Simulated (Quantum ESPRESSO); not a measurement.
# RbVF3: parallel moments in the primitive cell

Wanted: the size of the moments of RbVF3 in the parallel state.

Calculated with Quantum ESPRESSO 7.5; PBEsol with U = 2.56 eV on V d (ortho-atomic projectors); plane waves with GBRV 1.5 PBEsol potentials, no spin-orbit coupling.

**1. The starting structure**

It takes space group Pm-3m (No. 221, cubic). Conventional cell: a = 4.182 Å, b = 4.182 Å, c = 4.182 Å, α = 90.00°, β = 90.00°, γ = 90.00°. Nearest to Rb lie 12 F at 2.96 Å. Nearest to V lie 6 F at 2.09 Å. Nearest to F lie 2 V at 2.09 Å and 4 Rb at 2.96 Å. Farther neighbours and most contacts between anions are not listed.

The cell comes from the Crystallography Open Database.

**2. Start 1: ferro +**

The signs are those of the starting moments on the seeded atoms, the atoms that are given a moment.

The input, pw.in:

```
&CONTROL
  calculation = 'scf'
  prefix = 'pwscf'
  outdir = './tmp'
  pseudo_dir = './pseudo'
  disk_io = 'nowf'
/
&SYSTEM
  ibrav = 0
  nat = 5
  ntyp = 3
  ecutwfc = 40
  ecutrho = 280
  nbnd = 32
  occupations = 'smearing'
  smearing = 'fd'
  degauss = 0.00367493
  nspin = 2
  starting_magnetization(1) = 0
  starting_magnetization(2) = 0.1538
  starting_magnetization(3) = 0
/
&ELECTRONS
  conv_thr = 1d-08
  electron_maxstep = 150
  mixing_beta = 0.3
/
ATOMIC_SPECIES
Rb     85.4678 rb_pbesol_v1.uspp.F.UPF
V      50.9415 v_pbesol_v1.4.uspp.F.UPF
F      18.9984 f_pbesol_v1.4.uspp.F.UPF
CELL_PARAMETERS angstrom
   4.1820000000    0.0000000000    0.0000000000
   0.0000000000    4.1820000000    0.0000000000
   0.0000000000    0.0000000000    4.1820000000
ATOMIC_POSITIONS crystal
Rb      0.0000000000    0.0000000000    0.0000000000
V       0.5000000000    0.5000000000    0.5000000000
F       0.5000000000    0.5000000000    0.0000000000
F       0.0000000000    0.5000000000    0.5000000000
F       0.5000000000    0.0000000000    0.5000000000
K_POINTS automatic
6 6 6 0 0 0
HUBBARD {ortho-atomic}
U V-3d 2.5600
```

Run with:

```sh
$ OMP_NUM_THREADS=1 mpirun -n 2 pw.x -nk 2 -in pw.in > pw.out
```

What it wrote:

```text
Program PWSCF v.7.5 starts

     Message from routine setup:
     using ibrav=0 with symmetry is DISCOURAGED, use correct ibrav instead

     K-points division:     npool     =       2
     Subspace diagonalization in iterative solution of the eigenvalue problem:

     G-vector sticks info
     --------------------
     sticks:   dense  smooth     PW     G-vecs:    dense   smooth      PW
     Sum        1389     793    241                39007    16879    2897

     Using Slab Decomposition

     bravais-lattice index     =            0
     lattice parameter (alat)  =       7.9028  a.u.
     unit-cell volume          =     493.5699 (a.u.)^3
     number of atoms/cell      =            5
     number of atomic types    =            3
     number of electrons       =        43.00
     number of Kohn-Sham states=           32
     kinetic-energy cutoff     =      40.0000  Ry
     charge density cutoff     =     280.0000  Ry
     scf convergence threshold =      1.0E-08
     mixing beta               =       0.3000
     number of iterations used =            8  plain     mixing
     Exchange-correlation= SLA  PW   PSX  PSC
                           (   1   4  10   8   0   0   0)
     Hubbard projectors: ortho-atomic
     Hubbard parameters of DFT+U (Dudarev formulation) in eV:
     U(V-3d) =  2.5600

     Internal variables: lda_plus_u =T, lda_plus_u_kind = 0

     Internal variables: orbital_resolved =F, hub_pot_fix =F, apply_U = F

     celldm(1)=   7.902835  celldm(2)=   0.000000  celldm(3)=   0.000000
     celldm(4)=   0.000000  celldm(5)=   0.000000  celldm(6)=   0.000000

     crystal axes: (cart. coord. in units of alat)
               a(1) = (   1.000000   0.000000   0.000000 )
               a(2) = (   0.000000   1.000000   0.000000 )
               a(3) = (   0.000000   0.000000   1.000000 )

     reciprocal axes: (cart. coord. in units 2 pi/alat)
               b(1) = (  1.000000  0.000000  0.000000 )
               b(2) = (  0.000000  1.000000  0.000000 )
               b(3) = (  0.000000  0.000000  1.000000 )

     PseudoPot. # 1 for Rb read from file:
     rb_pbesol_v1.uspp.F.UPF
     Pseudo is Ultrasoft + core correction, Zval =  9.0
     Generated by new atomic code, or converted to UPF format
     Using radial grid of  881 points,  6 beta functions with:
                l(1) =   0
                l(2) =   0
                l(3) =   1
                l(4) =   1
                l(5) =   2
                l(6) =   2
     Q(r) pseudized with  8 coefficients,  rinner =    1.900   1.900   1.900
                                                       1.900   1.900

     PseudoPot. # 2 for V  read from file:
     v_pbesol_v1.4.uspp.F.UPF
     Pseudo is Ultrasoft + core correction, Zval = 13.0
     Generated by new atomic code, or converted to UPF format
     Using radial grid of  853 points,  6 beta functions with:
                l(1) =   0
                l(2) =   0
                l(3) =   1
                l(4) =   1
                l(5) =   2
                l(6) =   2
     Q(r) pseudized with  8 coefficients,  rinner =    1.100   1.100   1.100
                                                       1.100   1.100

     PseudoPot. # 3 for F  read from file:
     f_pbesol_v1.4.uspp.F.UPF
     Pseudo is Ultrasoft, Zval =  7.0
     Generated by new atomic code, or converted to UPF format
     Using radial grid of  799 points,  4 beta functions with:
                l(1) =   0
                l(2) =   0
                l(3) =   1
                l(4) =   1
     Q(r) pseudized with  8 coefficients,  rinner =    0.950   0.950   0.950

     atomic species   valence    mass     pseudopotential
     Rb                9.00    85.46780     Rb( 1.00)
     V                13.00    50.94150     V ( 1.00)
     F                 7.00    18.99840     F ( 1.00)

     Starting magnetic structure
     atomic species   magnetization
     Rb              0.000
     V               0.154
     F               0.000

     48 Sym. Ops., with inversion, found

   Cartesian axes

     site n.     atom                  positions (alat units)
         1        Rb     tau(   1) = (   0.0000000   0.0000000   0.0000000  )
         2        V      tau(   2) = (   0.5000000   0.5000000   0.5000000  )
         3        F      tau(   3) = (   0.5000000   0.5000000   0.0000000  )
         4        F      tau(   4) = (   0.0000000   0.5000000   0.5000000  )
         5        F      tau(   5) = (   0.5000000   0.0000000   0.5000000  )

     number of k points=    20  Fermi-Dirac smearing, width (Ry)=  0.0037
                       cart. coord. in units 2pi/alat
        k(    1) = (   0.0000000   0.0000000   0.0000000), wk =   0.0046296
        k(    2) = (   0.0000000   0.0000000   0.1666667), wk =   0.0277778
        k(    3) = (   0.0000000   0.0000000   0.3333333), wk =   0.0277778
        k(    4) = (   0.0000000   0.0000000  -0.5000000), wk =   0.0138889
        k(    5) = (   0.0000000   0.1666667   0.1666667), wk =   0.0555556
        [... 15 further k-points ...]

     Dense  grid:    39007 G-vectors     FFT dimensions: (  45,  45,  45)

     Smooth grid:    16879 G-vectors     FFT dimensions: (  32,  32,  32)

     Check: negative core charge=   -0.000001
     Generating pointlists ...
     new r_m :   0.2917 (alat units)  2.3051 (a.u.) for type    1
     new r_m :   0.2063 (alat units)  1.6300 (a.u.) for type    2
     new r_m :   0.2063 (alat units)  1.6300 (a.u.) for type    3

     Initial potential from superposition of free atoms

     starting charge      42.4931, renormalised to      43.0000

     negative rho (up, down):  3.489E-02 3.492E-02

     STARTING HUBBARD OCCUPATIONS:

     =================== HUBBARD OCCUPATIONS ===================
     ------------------------ ATOM    2 ------------------------
     Tr[ns(  2)] (up, down, total) =   3.00000  0.00000  3.00000
     Atomic magnetic moment for atom   2 =   3.00000
     [... lines left out ...]
     Number of occupied Hubbard levels =    3.0000

     Atomic wfc used for Hubbard projectors are orthogonalized

     Starting wfcs are   32 randomized atomic wfcs

     Self-consistent Calculation

     iteration #  1     ecut=    40.00 Ry     beta= 0.30
     Davidson diagonalization with overlap
     ethr =  1.00E-02,  avg # of iterations =  3.6

     =================== HUBBARD OCCUPATIONS ===================
     ------------------------ ATOM    2 ------------------------
     Tr[ns(  2)] (up, down, total) =   3.18393  0.24262  3.42655
     Atomic magnetic moment for atom   2 =   2.94130
     [... lines left out ...]
     Number of occupied Hubbard levels =    3.4266

     Threshold (ethr) on eigenvalues was too large:
     Diagonalizing with lowered threshold

     Davidson diagonalization with overlap
     ethr =  6.41E-04,  avg # of iterations =  1.1

     negative rho (up, down):  3.460E-02 3.463E-02

     total energy              =    -344.00740840 Ry
     estimated scf accuracy    <       0.27466171 Ry

     total magnetization       =     3.00 Bohr mag/cell
     absolute magnetization    =     3.05 Bohr mag/cell

     iteration #  2     ecut=    40.00 Ry     beta= 0.30
     Davidson diagonalization with overlap
     ethr =  6.39E-04,  avg # of iterations =  2.0

     negative rho (up, down):  3.457E-02 3.528E-02

     total energy              =    -344.05483446 Ry
     estimated scf accuracy    <       0.04609338 Ry

     total magnetization       =     3.00 Bohr mag/cell
     absolute magnetization    =     3.04 Bohr mag/cell

     iteration #  3     ecut=    40.00 Ry     beta= 0.30
     Davidson diagonalization with overlap
     ethr =  1.07E-04,  avg # of iterations =  2.3

     negative rho (up, down):  3.475E-02 3.791E-02

     total energy              =    -344.06516609 Ry
     estimated scf accuracy    <       0.01759693 Ry

     total magnetization       =     3.00 Bohr mag/cell
     absolute magnetization    =     3.04 Bohr mag/cell

     [... further iterations left out ...]

     iteration #  6     ecut=    40.00 Ry     beta= 0.30
     Davidson diagonalization with overlap
     ethr =  4.25E-07,  avg # of iterations =  2.0

     negative rho (up, down):  3.487E-02 3.845E-02

     total energy              =    -344.06676014 Ry
     estimated scf accuracy    <       0.00000740 Ry

     total magnetization       =     3.00 Bohr mag/cell
     absolute magnetization    =     3.06 Bohr mag/cell

     iteration #  7     ecut=    40.00 Ry     beta= 0.30
     Davidson diagonalization with overlap
     ethr =  1.72E-08,  avg # of iterations =  2.1

     negative rho (up, down):  3.485E-02 3.843E-02

     total energy              =    -344.06676142 Ry
     estimated scf accuracy    <       0.00000309 Ry

     total magnetization       =     3.00 Bohr mag/cell
     absolute magnetization    =     3.06 Bohr mag/cell

     iteration #  8     ecut=    40.00 Ry     beta= 0.30
     Davidson diagonalization with overlap
     ethr =  7.20E-09,  avg # of iterations =  2.2

     negative rho (up, down):  3.484E-02 3.843E-02

     total energy              =    -344.06676260 Ry
     estimated scf accuracy    <       0.00000288 Ry

     total magnetization       =     3.00 Bohr mag/cell
     absolute magnetization    =     3.06 Bohr mag/cell

     iteration #  9     ecut=    40.00 Ry     beta= 0.30
     Davidson diagonalization with overlap
     ethr =  6.71E-09,  avg # of iterations =  2.0

     negative rho (up, down):  3.484E-02 3.843E-02

     Magnetic moment per site  (integrated on atomic sphere of radius R)
     atom   1 (R=0.292)  charge=  7.3035  magn=  0.0031
     atom   2 (R=0.206)  charge= 10.1766  magn=  2.2499
     atom   3 (R=0.206)  charge=  6.6786  magn=  0.0195
     atom   4 (R=0.206)  charge=  6.6786  magn=  0.0195
     atom   5 (R=0.206)  charge=  6.6786  magn=  0.0195

     End of self-consistent calculation

     =================== HUBBARD OCCUPATIONS ===================
     ------------------------ ATOM    2 ------------------------
     Tr[ns(  2)] (up, down, total) =   3.21304  0.29723  3.51028
     Atomic magnetic moment for atom   2 =   2.91581
     [... lines left out ...]
     Number of occupied Hubbard levels =    3.5103

     [... lines left out ...]
     the Fermi energy is     9.3779 ev

!    total energy              =    -344.06676333 Ry
     estimated scf accuracy    <          8.8E-09 Ry
     smearing contrib. (-TS)   =      -0.00000000 Ry
     internal energy E=F+TS    =    -344.06676333 Ry

     The total energy is F=E-TS. E is the sum of the following terms:
     one-electron contribution =    -165.55000091 Ry
     hartree contribution      =     104.33195012 Ry
     xc contribution           =     -60.45741551 Ry
     ewald contribution        =    -222.43836562 Ry
     Hubbard energy            =       0.04706859 Ry

     total magnetization       =     3.00 Bohr mag/cell
     absolute magnetization    =     3.06 Bohr mag/cell

     convergence has been achieved in   9 iterations

=------------------------------------------------------------------------------=
   JOB DONE.
=------------------------------------------------------------------------------=
```

Wall time 16 s (2 MPI ranks of Arm Neoverse V2, shared host); peak memory 0.34 GiB.

Spin moment in the atom's sphere by atom:

| atom | spin moment in the atom's sphere (μB) |
| --- | --- |
| Rb1 | 0.00 |
| V2 | 2.25 |
| F3 | 0.02 |
| F4 | 0.02 |
| F5 | 0.02 |

Numbers from this step:

| Property | Result |
| --- | --- |
| smearing term TS | 2.61e-11 eV |
| magnetization | 3 μB |
| absolute magnetization | 3.059 μB |
| final state | ferromagnetic |

**3. Start 2: no spin polarisation**

Edit pw.in of step 2 so:

```diff
@@ -13,3 +13,3 @@
   ecutrho = 280
-  nbnd = 32
+  nbnd = 31
   occupations = 'smearing'
@@ -17,6 +17,2 @@
   degauss = 0.00367493
-  nspin = 2
-  starting_magnetization(1) = 0
-  starting_magnetization(2) = 0.1538
-  starting_magnetization(3) = 0
 /
```

What it wrote:

```text
[banner, memory and clock lines left out]
Program PWSCF v.7.5 starts

     Message from routine setup:
     using ibrav=0 with symmetry is DISCOURAGED, use correct ibrav instead

     bravais-lattice index     =            0
     lattice parameter (alat)  =       7.9028  a.u.
     unit-cell volume          =     493.5699 (a.u.)^3
     number of atoms/cell      =            5
     number of atomic types    =            3
     number of electrons       =        43.00
     number of Kohn-Sham states=           31
     kinetic-energy cutoff     =      40.0000  Ry
     charge density cutoff     =     280.0000  Ry
     scf convergence threshold =      1.0E-08
     mixing beta               =       0.3000
     number of iterations used =            8  plain     mixing
     Exchange-correlation= SLA  PW   PSX  PSC
                           (   1   4  10   8   0   0   0)
     Hubbard projectors: ortho-atomic
     Hubbard parameters of DFT+U (Dudarev formulation) in eV:
     U(V-3d) =  2.5600

     Internal variables: lda_plus_u =T, lda_plus_u_kind = 0

     Internal variables: orbital_resolved =F, hub_pot_fix =F, apply_U = F

     celldm(1)=   7.902835  celldm(2)=   0.000000  celldm(3)=   0.000000
     celldm(4)=   0.000000  celldm(5)=   0.000000  celldm(6)=   0.000000

     crystal axes: (cart. coord. in units of alat)
               a(1) = (   1.000000   0.000000   0.000000 )
               a(2) = (   0.000000   1.000000   0.000000 )
               a(3) = (   0.000000   0.000000   1.000000 )

     reciprocal axes: (cart. coord. in units 2 pi/alat)
               b(1) = (  1.000000  0.000000  0.000000 )
               b(2) = (  0.000000  1.000000  0.000000 )
               b(3) = (  0.000000  0.000000  1.000000 )

     PseudoPot. # 1 for Rb read from file:
     rb_pbesol_v1.uspp.F.UPF
     Pseudo is Ultrasoft + core correction, Zval =  9.0

     PseudoPot. # 2 for V  read from file:
     v_pbesol_v1.4.uspp.F.UPF
     Pseudo is Ultrasoft + core correction, Zval = 13.0

     PseudoPot. # 3 for F  read from file:
     f_pbesol_v1.4.uspp.F.UPF
     Pseudo is Ultrasoft, Zval =  7.0

     atomic species   valence    mass     pseudopotential
     Rb                9.00    85.46780     Rb( 1.00)
     V                13.00    50.94150     V ( 1.00)
     F                 7.00    18.99840     F ( 1.00)

     48 Sym. Ops., with inversion, found

   Cartesian axes

     site n.     atom                  positions (alat units)
         1        Rb     tau(   1) = (   0.0000000   0.0000000   0.0000000  )
         2        V      tau(   2) = (   0.5000000   0.5000000   0.5000000  )
         3        F      tau(   3) = (   0.5000000   0.5000000   0.0000000  )
         4        F      tau(   4) = (   0.0000000   0.5000000   0.5000000  )
         5        F      tau(   5) = (   0.5000000   0.0000000   0.5000000  )

     number of k points=    20  Fermi-Dirac smearing, width (Ry)=  0.0037
                       cart. coord. in units 2pi/alat
        k(    1) = (   0.0000000   0.0000000   0.0000000), wk =   0.0092593
        k(    2) = (   0.0000000   0.0000000   0.1666667), wk =   0.0555556
        k(    3) = (   0.0000000   0.0000000   0.3333333), wk =   0.0555556
        k(    4) = (   0.0000000   0.0000000  -0.5000000), wk =   0.0277778
        k(    5) = (   0.0000000   0.1666667   0.1666667), wk =   0.1111111
        [... 15 further k-points ...]

     Dense  grid:    39007 G-vectors     FFT dimensions: (  45,  45,  45)

     Smooth grid:    16879 G-vectors     FFT dimensions: (  32,  32,  32)

     Check: negative core charge=   -0.000001

     Initial potential from superposition of free atoms

     starting charge      42.4931, renormalised to      43.0000

     negative rho (up, down):  6.981E-02 0.000E+00

     STARTING HUBBARD OCCUPATIONS:

     =================== HUBBARD OCCUPATIONS ===================
     ------------------------ ATOM    2 ------------------------
     Tr[ns(  2)] =   3.00000
     [... lines left out ...]
     Number of occupied Hubbard levels =    3.0000

     Atomic wfc used for Hubbard projectors are orthogonalized

     Starting wfcs are   32 randomized atomic wfcs

     Self-consistent Calculation

     iteration #  1     ecut=    40.00 Ry     beta= 0.30
     Davidson diagonalization with overlap
     ethr =  1.00E-02,  avg # of iterations =  3.5

     =================== HUBBARD OCCUPATIONS ===================
     ------------------------ ATOM    2 ------------------------
     Tr[ns(  2)] =   3.42718
     [... lines left out ...]
     Number of occupied Hubbard levels =    3.4272

     Threshold (ethr) on eigenvalues was too large:
     Diagonalizing with lowered threshold

     Davidson diagonalization with overlap
     ethr =  5.99E-04,  avg # of iterations =  1.3

     negative rho (up, down):  6.925E-02 0.000E+00

     total energy              =    -343.79973724 Ry
     estimated scf accuracy    <       0.26062680 Ry

     iteration #  2     ecut=    40.00 Ry     beta= 0.30
     Davidson diagonalization with overlap
     ethr =  6.06E-04,  avg # of iterations =  2.2

     negative rho (up, down):  6.918E-02 0.000E+00

     total energy              =    -343.83731592 Ry
     estimated scf accuracy    <       0.02900545 Ry

     [... further iterations left out ...]

     iteration # 10     ecut=    40.00 Ry     beta= 0.30
     Davidson diagonalization with overlap
     ethr =  1.88E-10,  avg # of iterations =  2.2

     negative rho (up, down):  6.965E-02 0.000E+00

     total energy              =    -343.83662114 Ry
     estimated scf accuracy    <       0.00000003 Ry

     iteration # 11     ecut=    40.00 Ry     beta= 0.30
     Davidson diagonalization with overlap
     ethr =  6.68E-11,  avg # of iterations =  1.9

     negative rho (up, down):  6.964E-02 0.000E+00

     End of self-consistent calculation

     =================== HUBBARD OCCUPATIONS ===================
     ------------------------ ATOM    2 ------------------------
     Tr[ns(  2)] =   3.61054
     [... lines left out ...]
     Number of occupied Hubbard levels =    3.6105
     [... lines left out ...]
     the Fermi energy is     9.6373 ev

!    total energy              =    -343.83662117 Ry
     estimated scf accuracy    <          3.2E-09 Ry
     smearing contrib. (-TS)   =      -0.00555658 Ry
     internal energy E=F+TS    =    -343.83106459 Ry

     The total energy is F=E-TS. E is the sum of the following terms:
     one-electron contribution =    -165.16014618 Ry
     hartree contribution      =     103.77202573 Ry
     xc contribution           =     -60.18120293 Ry
     ewald contribution        =    -222.43836562 Ry
     Hubbard energy            =       0.17662441 Ry

     convergence has been achieved in  11 iterations
```

Run time: 11 s. Hardware: 2 MPI ranks; peak memory 0.29 GiB; 21 s of CPU time.

Numbers from this step:

- smearing term TS: 0.07560 eV
- final state: non-magnetic (no spin polarisation)

**4. Energies of the orders**

An order is kept where moments of 0.15 μB or more survive with the typed signs; meshes match where a doubled cell samples the same k points as the first cell.

Orders:

```csv
start,final state,typed order kept,energy over the lowest (meV a seeded atom),largest site moment (μB),net moment (μB a cell of the first run),mesh matched,CPU time (s)
ferro +,ferromagnetic,yes,0,2.25,3,yes,32.76
no spin polarisation,non-magnetic,-,3131,0,0,yes,21.46
```

**5. Occupations of the corrected shells in the lowest state**

Occupations of the Hubbard shells:

| block | type | shell | spin | electrons | occupation numbers |
| --- | --- | --- | --- | --- | --- |
| 2 | V | 3d | up | 3.213 | 0.116 0.116 0.993 0.993 0.993 |
| 2 | V | 3d | down | 0.2972 | 0.035 0.035 0.035 0.097 0.097 |

**6. Outcome**

| Quantity | Value |
| --- | --- |
| state found | ferromagnetic (from ferro +) |
| largest site moment | 2.25 μB |
| state without moments (under the same U) | 3131 meV a seeded atom higher |

In words: Under a U the spinless run pays the Hubbard penalty of a partly filled shell, so its energy overstates what forming the moments gains. No opposed start was run, so this says nothing of the order that the crystal takes. In another run degenerate orbitals of a corrected shell are partly filled, so under the U its energy may be too high.

[Logs and program files are shortened in this print: banners, set-up blocks, solver, clock and traceback lines can be left out without a mark of their own.]

[Logs are printed without paths, hosts, clocks, repeated set-up lines and the standing remarks that a program may print on its own settings, such as how far it seeks lower states.]

[Hosts, paths, dates, database ids (printed as entryN), source tags and the programs' standing remarks are cut or masked in the printed files.]

[Where a cell is said to come from a database of computed structures, the database is the Materials Project.]
